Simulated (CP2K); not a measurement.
Two runs for the N K edge of 3-cyanopyridine. Run A: CP2K XAS_TDP, all-electron GAPW, PBEh(45%), aug-cc-pVDZ, TDA, no relativity. Run B differs in one setting.

First lines with a strength over 0.0015. A:

```csv
atom,energy (eV),states,"strength, one atom"
N1 (bonded to C),395.18,1,0.0464
,395.64,1,0.0565
,399.83,1,0.0087
,401.58,1,0.0082
,402.02,1,0.0019
N7 (bonded to 2 C),394.82,1,0.0517
,400.49,1,0.0019
,400.66,1,0.0030
,400.71,1,0.0060
,401.32,1,0.0024
```

B:

| atom | energy (eV) | states | strength, one atom |
| --- | --- | --- | --- |
| N1 (bonded to C) | 400.47 | 1 | 0.0457 |
|  | 400.93 | 1 | 0.0557 |
|  | 405.12 | 1 | 0.0086 |
|  | 406.87 | 1 | 0.0081 |
|  | 407.31 | 1 | 0.0019 |
| N7 (bonded to 2 C) | 399.66 | 1 | 0.0510 |
|  | 405.32 | 1 | 0.0019 |
|  | 405.49 | 1 | 0.0029 |
|  | 405.54 | 1 | 0.0059 |
|  | 406.16 | 1 | 0.0024 |

**Question.** Which was it: the functional, GW2X switched on, the basis, scalar relativity switched on?

GW2X switched on. GW2X shifts an atom's lines together and keeps their spacings. Against PBEh(45%) in aug-cc-pVDZ, the leading lines move by +5.29 eV (N1, to 400.47) and +4.84 eV (N7, to 399.66).

[Banner, clock and machine lines of the logs are left out without a mark of their own.]

[Logs are printed without paths, hosts, clocks, repeated set-up lines and the standing remarks that a program may print on its own settings, such as how far it seeks lower states.]

[Hosts, paths, dates, database ids (printed as entryN), source tags and the programs' standing remarks are cut or masked in the printed files.]
